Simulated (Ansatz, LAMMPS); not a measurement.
# Relaxing ionic liquid ethylammonium formate, from a frame at 450 K (225 atoms)

How does ionic liquid ethylammonium formate, from a frame at 450 K (225 atoms) relax, and what do bonds, charges and levels look like afterwards?

Calculated with Ansatz 0.2.0; Kohn-Sham DFT, PBE+D3(BJ), PAW (set soft_2), plane waves.

Report form: the programs' logs are mostly left out.

## (1) The structure

The cell holds 225 atoms: 45 C, 15 N, 135 H and 30 O. Its edges and angles: a = 12.991 Å, b = 12.991 Å, c = 12.991 Å, α = 90.0°, β = 90.0°, γ = 90.0°. 15 ethylammonium, 15 formate placed at random, at 1.03 g/cm³; overlaps pushed apart, then 10 ps at 700 K with MMFF94 bonds, angles, torsions, charges and radii (Halgren, J. Comput. Chem. 17, 490 (1996)) in harmonic and 12-6 forms; charges of ions scaled by 0.8. Snapshot after 30 ps at 450 K and fixed volume.

Limits known from the start: The network of contacts between molecules at the start is that of the classical potential that made the cell. Only the Γ point is sampled, in a cell whose shortest periodic width is 13 Å.

## (2) Making the structure

A classical potential makes the cell, at a small fraction of what the same run would cost in DFT.

This step: classical MD, MMFF94 bonds, angles, torsions, charges and radii (Halgren, J. Comput. Chem. 17, 490 (1996)) in harmonic and 12-6 forms; charges of ions scaled by 0.8 (LAMMPS 22 Jul 2025 - Update 4).

The input, in.lmp:

```
# ionic liquid ethylammonium formate
units real
atom_style full
boundary p p p
bond_style harmonic
angle_style harmonic
dihedral_style opls
improper_style harmonic
special_bonds lj 0 0 0.5 coul 0 0 0.75
read_data data.lmp
neigh_modify delay 0 every 1 check yes one 4000
comm_modify cutoff 12.0
timestep 0.5
thermo_style custom step time temp pe press density
thermo_modify norm yes
# push overlapping molecules apart
pair_style soft 2.6
pair_coeff * * 0.0
variable a equal ramp(1,60)
fix ad all adapt 1 pair soft a * * v_a
velocity all create 700 291386 mom yes dist gaussian
fix lim all nve/limit 0.03
fix lan all langevin 700 700 50 291387 zero yes
thermo 1000
run 3000 post no
unfix ad
pair_style lj/cut/coul/long 9.0
pair_modify mix arithmetic tail yes
pair_coeff 1 1 0.0678 3.3680   # C
pair_coeff 2 2 0.0721 3.3270   # N
pair_coeff 3 3 0.0216 2.5400   # H
pair_coeff 4 4 0.0100 1.2000   # H
pair_coeff 5 5 0.0763 3.0960   # O
pair_coeff 6 6 0.0678 3.4070   # C
# [... 18 lines left out ...]
compute msd all msd com yes
thermo 7500
fix md all nvt temp 450 450 100
run 30000 post no
print "== T450: mean square displacement over the hold $(c_msd[4]:%.2f) A^2"
unfix md
uncompute msd
write_dump all custom T450.dump id type xs ys zs modify sort id
```

Command:

```console
lmp -in in.lmp -log none -nocite
```

It took 44 s on 1 thread of Intel Xeon Platinum 8488C (Sapphire Rapids), shared host; peak memory 0.12 GiB.

The input also reads data.lmp (atoms, bonds and types; not printed here).

## (3) Single point at the start

A single point comes first, to see the forces before anything moves.

The input, input.yaml:

```yaml
crystal:
  lattice:
    - [12.99138, 0.0, 0.0]
    - [0.0, 12.99138, 0.0]
    - [0.0, 0.0, 12.99138]
  atoms:
    - { symbol: C, position: [0.81509, 0.85531, 0.54097] }
    - { symbol: C, position: [0.80339, 0.87107, 0.43427] }
    - { symbol: "N", position: [0.90208, 0.89577, 0.38294] }
    - { symbol: H, position: [0.78726, 0.92281, 0.57486] }
    - { symbol: H, position: [0.7626, 0.79491, 0.56119] }
    - { symbol: H, position: [0.89773, 0.83905, 0.56112] }
    - { symbol: H, position: [0.76751, 0.80283, 0.39794] }
    - { symbol: H, position: [0.75088, 0.93269, 0.41974] }
    - { symbol: H, position: [0.90098, 0.87198, 0.31044] }
    - { symbol: H, position: [0.96029, 0.85394, 0.42239] }
    - { symbol: H, position: [0.915, 0.97098, 0.39093] }
    - { symbol: C, position: [0.45737, 0.73377, 0.01293] }
    - { symbol: C, position: [0.55965, 0.73175, 0.965] }
    - { symbol: "N", position: [0.61503, 0.82924, 0.00495] }
    - { symbol: H, position: [0.46461, 0.7225, 0.09135] }
    - { symbol: H, position: [0.43057, 0.81079, 0.01197] }
    - { symbol: H, position: [0.39931, 0.67785, 0.98941] }
    - { symbol: H, position: [0.60311, 0.66321, 0.98693] }
    - { symbol: H, position: [0.55472, 0.73696, 0.88384] }
    - { symbol: H, position: [0.69135, 0.82584, 0.98674] }
    - { symbol: H, position: [0.60513, 0.82092, 0.08088] }
    - { symbol: H, position: [0.58757, 0.89964, 0.98103] }
    - { symbol: C, position: [0.48001, 0.5006, 0.17736] }
    - { symbol: C, position: [0.55272, 0.42419, 0.22414] }
    - { symbol: "N", position: [0.55932, 0.33495, 0.15475] }
    - { symbol: H, position: [0.51069, 0.55057, 0.12238] }
    - { symbol: H, position: [0.42098, 0.45801, 0.13455] }
    - { symbol: H, position: [0.44811, 0.55436, 0.23698] }
    - { symbol: H, position: [0.62951, 0.45546, 0.22156] }
    - { symbol: H, position: [0.52649, 0.3954, 0.29863] }
    - { symbol: H, position: [0.59973, 0.27942, 0.1953] }
    - { symbol: H, position: [0.59296, 0.35164, 0.08622] }
    [... 187 atom lines left out ...]
    - { symbol: O, position: [0.87049, 0.14104, 0.38217] }
    - { symbol: H, position: [0.71778, 0.17166, 0.40137] }
    - { symbol: O, position: [0.70209, 0.36422, 0.81613] }
    - { symbol: C, position: [0.6644, 0.40416, 0.89882] }
    - { symbol: O, position: [0.69384, 0.39684, 0.9906] }
    - { symbol: H, position: [0.58351, 0.43823, 0.89519] }
kpoints:
  mp_grid: { grid: [1, 1, 1] }
hamiltonian:
  xc: pbe
  dispersion: d3bj
scf:
  occupations: { method: fixed }
output:
  forces: true
  stress: true
  populations: true
  dos:
    method: { smearing: { sigma: 0.15 } }
    de: 0.1
    projected: { site_lists: { C: [C], H: [H], "N": ["N"], O: [O] } }
  eigenvalues: true
```

Command:

```console
ansatz run input.yaml --threads 4 --pin off --max-ram 8192MiB --backend cpu --events-out ev --progress --plain --runs-dir out
```

Run time: 28 s. Hardware: 4 threads of Intel Xeon Platinum 8488C (Sapphire Rapids), shared host; peak memory 3.2 GiB.

Numbers from this run:

```yaml
free_energy: -36242.1088 eV
free_energy_per_atom: -161.0760 eV/atom
scf_cycles: 11
pressure: 2.726 GPa
r_m_s_force_component: 1.051 eV/Å
longest_force: 4.429 eV/Å
fermi_energy: -0.07436 eV
spacing_of_highest_filled_and_lowest_empty_level: 3.03 eV
spilling_of_the_projection: 0.0135
```

The r.m.s. force component of 1.1 eV/Å and the pressure of 2.7 GPa set the starting point.

Neighbours are counted within 1.34 Å (H-C), 1.27 Å (H-N), 1.85 Å (C-C), 1.68 Å (C-O), 1.79 Å (C-N).

Length of the force by element and coordination:

```tsv
element	coordination	atoms	mean length of the force (eV/Å)	spread	least	most
C	all	45	2.32	0.869	0.359	4.10
C	3	15	2.52	0.973	0.466	4.10
C	4	30	2.22	0.794	0.359	3.83
H	all	135	1.24	0.707	0.228	4.43
N	all	15	2.48	1.13	0.975	4.39
O	all	30	1.44	0.805	0.337	4.02
```

## (4) Cell and atoms relaxed

Cell and atoms are freed together, to release stress as well as forces.

input.yaml, the sections that differ from step 3:

```yaml
output:
  forces: true
relax:
  f_tol: 0.03
  max_steps: 200
  cell: {}
# crystal, kpoints, hamiltonian, scf: as in step 3
```

Wall time 17 min (4 threads); peak memory 3 GiB; 63 min of CPU time.

The steps of the relaxation (22 of 83):

```tsv
step	energy less that of the first step (eV)	largest force component (eV/Å)	pressure (GPa)	volume (Å³)
1	0.0000	4.1804	2.73	2192.63
5	-14.0539	0.9325	-0.68	2207.86
9	-16.1398	0.3219	0.04	2200.39
13	-16.4316	0.5249	-0.22	2200.14
17	-16.8495	0.0726	0.00	2188.24
21	-16.9416	0.3895	-0.05	2184.63
24	-17.0356	0.1443	-0.08	2178.15
28	-17.0536	0.3684	-0.05	2175.23
32	-17.0754	0.1568	-0.07	2176.06
36	-17.0880	0.0593	-0.01	2174.88
40	-17.0988	0.0527	0.03	2172.90
44	-17.1008	0.0638	-0.04	2173.27
48	-17.1084	0.0265	-0.01	2171.46
52	-17.1018	0.0712	0.03	2159.79
56	-17.1117	0.0391	-0.03	2158.48
60	-17.1297	0.0570	-0.02	2154.06
63	-17.1334	0.0391	0.00	2153.76
67	-17.1453	0.0420	-0.01	2151.41
71	-17.1533	0.0534	0.00	2149.82
75	-17.1594	0.0844	-0.01	2148.65
79	-17.1162	0.0730	-0.02	2146.45
83*	-17.1177	0.0294	0.00	2140.64
```

Relaxation steps marked * repeat the geometry before them on a plane-wave basis chosen anew for their cell, so energy and pressure can jump there. Other such steps can lie between the rows shown. Relaxation steps 10, 16, 19, 28, 29, 32, 45, 59 and 2 more were tried and not accepted.

```tsv
cell as run	before	after	change
a (Å)	12.991	12.981	-0.1 %
b (Å)	12.991	12.836	-1.2 %
c (Å)	12.991	12.878	-0.9 %
α (°)	90.00	92.08	+2.3 %
β (°)	90.00	87.49	-2.8 %
γ (°)	90.00	87.82	-2.4 %
volume (Å³/atom)	9.75	9.51	-2.4 %
```

The atoms that moved most (Å, as changes of fractional coordinates times the final cell):

```tsv
atom	dx	dy	dz	length
H140	0.695	1.483	-0.933	1.885
H138	-0.706	1.612	-0.178	1.769
H125	-1.103	-0.927	0.629	1.572
H118	0.024	1.097	1.114	1.563
H217	0.588	0.818	-1.195	1.563
H205	-0.165	-1.483	-0.050	1.493
H197	-0.422	0.886	1.113	1.484
H71	1.281	-0.260	-0.628	1.450
```

The relaxation changed the energy by -76.1 meV/atom, and atoms moved by 0.80 Å r.m.s., 1.9 Å at most.

## (5) Structure statistics after relaxation

Bonds before and after, by the cutoffs listed below:

```tsv
pair	bonds before	bonds after	mean before (Å)	mean after (Å)	spread before (Å)	spread after (Å)
H-C	90	90	1.098	1.100	0.039	0.008
H-N	45	45	1.027	1.054	0.032	0.010
C-C	15	15	1.501	1.517	0.039	0.002
C-O	30	30	1.260	1.264	0.022	0.011
C-N	15	15	1.479	1.492	0.038	0.003
```

Density 1.06 g/cm³, 9.514 Å³ an atom.

g(r), total and by pair (bins of 0.2 Å):

```tsv
r (Å)	total	H-H	H-C	H-O	H-N	C-C	C-O
1.00	3.54	0.00	9.10	0.00	17.00	0.00	0.00
1.20	1.02	0.00	1.66	0.00	0.00	0.00	11.75
1.40	0.23	0.00	0.00	0.00	0.00	0.00	0.00
1.60	0.57	0.60	0.00	0.84	0.00	5.45	0.00
1.80	1.28	2.62	0.00	2.14	0.00	0.00	0.00
2.00	0.55	0.02	0.62	1.65	1.66	0.00	0.00
2.20	1.07	0.37	3.04	0.08	1.21	0.00	0.00
2.40	0.80	1.57	0.43	0.33	0.00	0.00	0.00
2.60	0.92	1.70	0.72	0.69	0.06	0.00	0.00
2.80	0.92	0.80	0.72	0.85	1.81	0.00	0.00
3.00	0.86	1.25	0.81	1.01	0.64	0.00	0.00
3.20	0.92	0.86	0.97	1.66	0.45	0.00	0.60
3.40	1.09	0.83	0.91	1.67	1.34	0.65	2.08
3.60	0.96	0.86	0.89	1.14	0.58	1.23	2.10
3.80	0.98	0.84	0.88	1.02	0.76	1.97	1.79
4.00	0.91	0.85	0.86	1.04	0.90	1.27	0.99
4.20	1.00	0.92	1.02	1.02	1.01	1.34	1.21
4.40	1.04	0.84	1.11	1.28	1.06	1.42	1.11
4.60	1.08	1.03	1.12	0.94	1.19	1.71	1.07
4.80	1.01	1.15	1.03	0.71	0.81	0.78	1.15
5.00	1.04	1.10	1.08	0.88	0.77	1.07	1.31
5.20	1.02	0.95	1.02	1.04	1.18	1.06	1.00
5.40	1.06	1.01	1.02	1.26	1.07	1.13	1.06
5.60	1.00	1.04	0.93	0.96	1.21	0.83	0.89
5.80	1.02	1.07	1.00	1.06	1.14	0.70	0.88
6.00	0.96	0.92	0.98	0.97	1.08	0.91	0.76
6.20	0.98	1.09	0.93	0.87	1.15	0.99	0.84
```

Bonds by pair of elements; cutoffs follow the first minimum of g(r), held within bounds set by covalent radii, and pairs that aren't listed don't count as bonded:

```tsv
pair A-B	cutoff (Å)	bonds	mean length (Å)	spread (Å)	shortest (Å)	B about A	A about B
H-C	1.34	90	1.1	0.008	1.09	0.667	2
H-N	1.27	45	1.05	0.01	1.04	0.333	3
C-C	1.85	15	1.52	0.002	1.51	0.667	0.667
C-O	1.68	30	1.26	0.011	1.24	0.667	1
C-N	1.79	15	1.49	0.003	1.49	0.333	1
```

How many atoms have how many bonded neighbours:

```tsv
element	mean	1	3	4
C	3.67	0	15	30
H	1	135	0	0
N	4	0	0	15
O	1	30	0	0
```

Bond angles, per cent of each kind in bins of 5°:

```tsv
angle (°)	C-C-H	H-C-H	H-N-H	C-N-H	H-C-N
100–105	0.0	0.0	4.4	0.0	0.0
105–110	12.0	100.0	64.4	44.4	100.0
110–115	88.0	0.0	31.1	55.6	0.0
```

Bond angles (no mean is given where the spread exceeds 20°):

```tsv
angle	count	mean (°)	spread (°)
C-C-H	75	111	0.7
H-C-H	60	108	0.7
H-N-H	45	109	2.4
C-N-H	45	110	1.8
H-C-N	30	107	0.6
```

Bond length by coordination (bonds to H left out):

```tsv
element	coordination	atoms	mean bond length (Å)
C	3	15	1.26
C	4	30	1.51
```

Counting bonds as in the table, 67 % of C atoms have 4, all H atoms have 1, all N atoms have 4 and all O atoms have 1 bonded neighbour. The C-C-H angle averages 111° with a spread of 0.7°.

## (6) Single point at the relaxed geometry

One more single point at the end of the walk gives the fuller output and checks the residual forces.

The input, input.yaml:

```yaml
crystal:
  lattice:
    - [12.9752, 0.24785, 0.28596]
    - [0.24785, 12.83191, -0.23628]
    - [0.28596, -0.23628, 12.87258]
  atoms:
    - { symbol: C, position: [0.83033, 0.82243, 0.52369] }
    - { symbol: C, position: [0.85334, 0.83148, 0.408] }
    - { symbol: "N", position: [0.9458, 0.89347, 0.38555] }
    - { symbol: H, position: [0.81201, 0.89908, 0.56199] }
    - { symbol: H, position: [0.76442, 0.77278, 0.53666] }
    - { symbol: H, position: [0.89639, 0.78637, 0.56122] }
    - { symbol: H, position: [0.86772, 0.75472, 0.36933] }
    - { symbol: H, position: [0.78852, 0.86931, 0.37016] }
    - { symbol: H, position: [0.96375, 0.886, 0.3052] }
    - { symbol: H, position: [0.01304, 0.86684, 0.42247] }
    - { symbol: H, position: [0.93021, 0.97123, 0.4072] }
    - { symbol: C, position: [0.44711, 0.7382, 0.98729] }
    - { symbol: C, position: [0.55658, 0.72189, 0.94152] }
    - { symbol: "N", position: [0.62204, 0.80922, 0.97537] }
    - { symbol: H, position: [0.44597, 0.74752, 0.07236] }
    - { symbol: H, position: [0.40915, 0.8078, 0.95725] }
    - { symbol: H, position: [0.40106, 0.6713, 0.96653] }
    - { symbol: H, position: [0.59285, 0.64968, 0.96863] }
    - { symbol: H, position: [0.55897, 0.71703, 0.85603] }
    - { symbol: H, position: [0.69668, 0.80001, 0.9413] }
    - { symbol: H, position: [0.62658, 0.80875, 0.05837] }
    - { symbol: H, position: [0.58865, 0.8804, 0.95409] }
    - { symbol: C, position: [0.46689, 0.54747, 0.19733] }
    - { symbol: C, position: [0.53972, 0.46899, 0.24439] }
    - { symbol: "N", position: [0.55274, 0.372, 0.17663] }
    - { symbol: H, position: [0.49589, 0.56669, 0.11931] }
    - { symbol: H, position: [0.3894, 0.51707, 0.19171] }
    - { symbol: H, position: [0.46213, 0.62009, 0.24496] }
    - { symbol: H, position: [0.61572, 0.50153, 0.25407] }
    - { symbol: H, position: [0.51044, 0.44585, 0.32106] }
    - { symbol: H, position: [0.61375, 0.32356, 0.20099] }
    - { symbol: H, position: [0.57516, 0.39155, 0.10082] }
    [... 187 atom lines left out ...]
    - { symbol: O, position: [0.86192, 0.09777, 0.42107] }
    - { symbol: H, position: [0.73119, 0.18862, 0.4239] }
    - { symbol: O, position: [0.67691, 0.38668, 0.81446] }
    - { symbol: C, position: [0.62556, 0.4275, 0.8912] }
    - { symbol: O, position: [0.65053, 0.42486, 0.98569] }
    - { symbol: H, position: [0.5521, 0.47153, 0.87608] }
kpoints:
  mp_grid: { grid: [1, 1, 1] }
hamiltonian:
  xc: pbe
  dispersion: d3bj
scf:
  occupations: { method: fixed }
output:
  forces: true
  stress: true
  populations: true
  dos:
    method: { smearing: { sigma: 0.1 } }
    de: 0.1
    projected: { site_lists: { C: [C], H: [H], "N": ["N"], O: [O] } }
  eigenvalues: true
  write_density: true
  write_potential: true
  volumetric_format: npy
```

Wall time 26 s (4 threads); peak memory 3.2 GiB.

The program notes that the exchange-correlation potential is rough where the density is thin.

The run gave:

```yaml
free_energy: -36259.2265 eV
free_energy_per_atom: -161.1521 eV/atom
scf_cycles: 10
pressure: 0.001148 GPa
r_m_s_force_component: 0.00577 eV/Å
longest_force: 0.03873 eV/Å
fermi_energy: -0.5476 eV
spacing_of_highest_filled_and_lowest_empty_level: 4.371 eV
spilling_of_the_projection: 0.0128
```

Löwdin charges by element and coordination (they lack the spilled electrons, 0.032 e an atom on average):

```tsv
element	coordination	atoms	mean charge (e)	spread	least	most
C	all	45	-0.0635	0.367	-0.471	0.433
C	3	15	0.424	0.0058	0.415	0.433
C	4	30	-0.307	0.153	-0.471	-0.146
H	all	135	0.229	0.0739	0.0875	0.341
N	all	15	-0.372	0.0077	-0.383	-0.357
O	all	30	-0.506	0.0192	-0.556	-0.475
```

(Continued in part 2 of 2.)

[Logs are printed without paths, hosts, clocks, repeated set-up lines and the standing remarks that a program may print on its own settings, such as how far it seeks lower states.]

[Hosts, paths, dates, database ids (printed as entryN), source tags and the programs' standing remarks are cut or masked in the printed files.]

[The MMFF94 radii named for the starting cell were scaled by 0.96; in molecules described by MMFF94, hydrogen bound to N, O or S took a small fixed 12-6 site in their place.]
